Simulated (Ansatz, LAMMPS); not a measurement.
# Which site? Cd in place of Zn in amorphous Zn22Hg13S35 (70 atoms), part 4 of 4

At which site of amorphous Zn22Hg13S35 (70 atoms) does Cd in place of Zn cost least, and what about the site decides it?

Ansatz 0.2.0; Kohn-Sham DFT, PBE, PAW (set soft_2, large core), plane waves.

The cell: 22 Zn, 13 Hg and 35 S. The quench rate of 100 K/ps is many orders above laboratory rates. The network of bonds at the start is that of the classical potential that made the cell. The Brillouin zone is sampled at Γ only, in a cell whose shortest periodic width is 12 Å. No spin–orbit coupling is included.

So far. Step 9 (Cd on a site of Zn, site Zn4): The relaxation converged after 6 steps, 0.612 eV below its start, with a largest force component of 0.032 eV/Å.

## 10. Cd on a site of Zn, site Zn7

The site has 4 bonded neighbours (S4) at 2.37 Å on average. 

Contents of input.yaml:

```yaml
crystal:
  lattice:
    - [11.5811, 0.0, 0.0]
    - [0.0, 11.5811, 0.0]
    - [0.0, 0.0, 11.5811]
  atoms:
    [... atom lines 1 to 3 left out ...]
    - { symbol: Zn, position: [0.57813, 0.72401, 0.69446] }
    - { symbol: Zn, position: [0.05159, 0.01631, 0.2859] }
    - { symbol: Zn, position: [0.02487, 0.01852, 0.88966] }
    - { symbol: Cd, position: [0.52209, 0.42227, 0.19751] }
    - { symbol: Zn, position: [0.03209, 0.52567, 0.05015] }
    - { symbol: Zn, position: [0.3378, 0.16427, 0.32287] }
    - { symbol: Zn, position: [0.72239, 0.22157, 0.77824] }
    [... atom lines 11 to 70 left out ...]
kpoints:
  mp_grid: { grid: [1, 1, 1] }
hamiltonian:
  xc: pbe
  pseudopotentials: { kind: paw, core: large }
scf:
  occupations: { method: fermi_dirac, width: 0.05 }
output:
  forces: true
  eigenvalues: true
relax:
  f_tol: 0.05
  max_steps: 90
```

On the command line:

```bash
$ ansatz run input.yaml --threads 4 --pin off --max-ram 8192MiB --backend cpu --events-out ev --progress --plain --runs-dir out
```

Numbers of over 12 decimals in the logs are rounded to 6 here.

What it wrote:

```text
[...]
Crystal: 70 atoms, lattice volume = 1553.279 Å³
Basis set: ecut = 420 eV, 30551 PW (Γ), exchange–correlation on 160×160×160 points (8 copies of the dense FFT grid, shifted against one another)
Bands: 389, of which v1, the nominal top of the filled ones, is band 319 counted from 1 (318 counted from 0)
Symmetry: 1 space group operations
[...]
k-points: 1
[...]
SCF iter   1: F=—  HF=-252678.636549 eV  |F-HF|=—  |Δ(HF+E_count)|=         —  Δρ=4.08e-2  dr2=4.85e1  ethr=3.10e-3  ⟨swp⟩=6.0  Hψ=1632  notcnv=0  defer=19
[...]
SCF iter   9: F=—  HF=-252666.326535 eV  |F-HF|=—  |Δ(HF+E_count)|=   1.76e-4  Δρ=3.79e-5  dr2=4.18e-5  ethr=5.81e-8  ⟨swp⟩=2.0  Hψ=652  notcnv=0  defer=56
SCF iter  10: F=-252666.326595 eV  HF=-252666.326586 eV  |F-HF|=8.75e-6  |Δ(HF+E_count)|=   5.12e-5  Δρ=1.89e-5  dr2=7.67e-6  ethr=6.56e-9  ⟨swp⟩=11.0  Hψ=1814  notcnv=0
SCF 1 converged in 10 iterations: F = -252666.326595 eV  dr2 = 7.67e-6
[...]
relax step   1: F+E_penalty+E_count = -252666.32659483 eV  Δ(F+E_penalty+E_count) = +0.000e0 eV  max|allowed force component| = 1.762e0 eV/Å  Δτ_max = 0.0000 Å  (10 SCF iters, dr2 threshold 6.25e-5 eV, accepted)
[...]
relax step   2: F+E_penalty+E_count = -252666.87889182 eV  Δ(F+E_penalty+E_count) = -5.523e-1 eV  max|allowed force component| = 3.829e-1 eV/Å  Δτ_max = 0.1783 Å  (6 SCF iters, dr2 threshold 1.00e-4 eV, accepted)
[...]
relax step   3: F+E_penalty+E_count = -252666.93278102 eV  Δ(F+E_penalty+E_count) = -5.389e-2 eV  max|allowed force component| = 1.427e-1 eV/Å  Δτ_max = 0.0768 Å  (6 SCF iters, dr2 threshold 9.16e-6 eV, accepted)
relax step   4: F+E_penalty+E_count = -252666.94745110 eV  Δ(F+E_penalty+E_count) = -1.467e-2 eV  max|allowed force component| = 5.584e-2 eV/Å  Δτ_max = 0.0599 Å  (8 SCF iters, accepted)
relax step   5: F+E_penalty+E_count = -252666.95489496 eV  Δ(F+E_penalty+E_count) = -7.444e-3 eV  max|allowed force component| = 5.293e-2 eV/Å  Δτ_max = 0.0510 Å  (8 SCF iters, accepted)
relax step   6: F+E_penalty+E_count = -252666.92564337 eV  Δ(F+E_penalty+E_count) = +2.925e-2 eV  max|allowed force component| = 1.578e-1 eV/Å  Δτ_max = 0.2000 Å  (10 SCF iters, rejected (line search))
[...]
relax step   7: F+E_penalty+E_count = -252666.96081727 eV  Δ(F+E_penalty+E_count) = -5.922e-3 eV  max|allowed force component| = 2.367e-2 eV/Å  Δτ_max = 0.0648 Å  (9 SCF iters, accepted)
SCF converged after 9 iterations
Free energy (F): -252666.960817 eV
[...]
Internal energy: -252666.960656 eV  (E = F + TS)
E sigma→0 (E₀):  -252666.960737 eV
Entropy (-TS):   -0.000161 eV (-0.002 meV/atom)
Fermi energy:    6.932284 eV
[...]
Σ components = -252666.960817   (vs F -252666.960817, Δ=0.00e0)
--- Forces (eV/Å), atoms counted from 1 ---
  atom   1  Zn     0.00624315     0.00824236    -0.00238873
  atom   2  Zn    -0.00277695     0.00675820     0.00301197
  atom   3  Zn     0.00632658    -0.00222887    -0.00531842
  atom   4  Zn    -0.01077302     0.00392913     0.00106341
[...]
atom  70  S     -0.00112271     0.00507376    -0.00260580
  max |Σ_I F_I| component: 2.90e-5 eV/Å
--- Band table (eV) ---
[...]
--- Relaxed structure (7 steps of the walk, 6 accepted, 0 SCFs on fresh bases) ---
  F+E_penalty+E_count = -252666.96081727 eV   max|allowed force component| = 2.367e-2 eV/Å
  atoms:
    - { symbol: Zn, position: [0.691285, 0.528775, 0.968332] }
    - { symbol: Zn, position: [0.309441, 0.828846, 0.440406] }
    - { symbol: Zn, position: [0.192779, 0.128947, 0.580972] }
    - { symbol: Zn, position: [0.579896, 0.723881, 0.694009] }
[...]
- { symbol: S, position: [0.636533, 0.583094, 0.148704] }
```

Wall time 1.8 min (4 threads of Arm Neoverse V2, shared host); peak memory 2.1 GiB.

The relaxation converged after 7 steps, 0.634 eV below its start, with a largest force component of 0.024 eV/Å.

## 11. The sites compared

All these cells hold the same atoms, so their energies can be compared with no chemical potential.

```
site  neighbours  mean distance (Å)  atoms within 6 Å  energy over the best site (eV)  before relaxation (eV)  gain on relaxing (eV)
 Zn5          S4               2.40                38                            0.00                    0.00                   0.51
Zn20          S3               2.35                41                            0.04                    0.10                   0.56
Zn14          S4               2.38                36                            0.19                    0.27                   0.59
 Zn7          S4               2.37                34                            0.25                    0.38                   0.63
 Zn4          S4               2.36                36                            0.27                    0.37                   0.61
Zn22          S4               2.38                42                            0.32                    0.38                   0.57
```

Neighbours are those of the relaxed host within 2.83 Å (S-Zn); other pairs aren't counted.

## 12. Findings

The cheapest site is Zn5 (4 neighbours, S4); the dearest, Zn22 (4 neighbours, S4), costs 0.32 eV more. By coordination the energies over the best site are 0.04 eV with 3 neighbours and 0.00 to 0.32 eV with 4 neighbours. Relaxation gains 0.51 to 0.63 eV and leaves the best site the same.

Caveats: Defects are neutral and interact with their images. In a disordered cell the relaxation can also rearrange atoms far from the site. Only 6 of the 22 Zn sites were tried; unless symmetry makes the others alike to these, a cheaper one may exist. The pressure of 1.9 GPa shows the cell to be compressed for this functional.

The DFT runs together took 21 min of wall time.

[Logs are printed without paths, hosts, clocks, repeated set-up lines and the standing remarks that a program may print on its own settings, such as how far it seeks lower states.]

[Hosts, paths, dates, database ids (printed as entryN), source tags and the programs' standing remarks are cut or masked in the printed files.]
